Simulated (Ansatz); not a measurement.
# The potential step between two gates: puckered SnSe bilayer, AB

Two oppositely charged gates put a neutral stack in a displacement field D. The voltage between them is D/ε₀ times an electrical distance, shorter than the real one because the stack screens.

How it was computed: Ansatz 0.2.0, plane waves with PAW datasets (its set soft_2), PBE-D3(BJ); isolated slab, charged sheets 6 Å from the outer atoms behind model barriers, atoms held. Voltages count from the uncharged case.

| run | D/ε₀ (V/nm) | step in an electron's potential, upper less lower gate (eV) |
| --- | --- | --- |
| run 1 | 0.000 | 0.000 |
| run 2 | 0.543 | 0.529 |
| run 3 | 1.086 | 1.057 |
| run 4 | 2.171 | 2.115 |
| run 5 | 4.343 | ? |

Q: Estimate the withheld value from the rows shown.

A least-squares line through the 4 rows shown has slope 0.9742 and intercept −0.0002; no row lies more than 0.001 eV off it. The size of the slope, 0.974 nm, is the electrical distance; the sheets are 2.066 nm apart, and screening reaches beyond the outer atoms. At 4.343 it gives 0.9742 × 4.343 + (−0.0002) = 4.231 eV, beyond the rows fitted. Rounding and scatter of the rows alone allow about ±0.003 eV there.

The run itself gives 4.227 eV: a miss of −0.004 eV, or 0.1 % of the value. Screening stays linear to within 1 % over this range.

**Limits.** The gates are model sheets, not atoms.
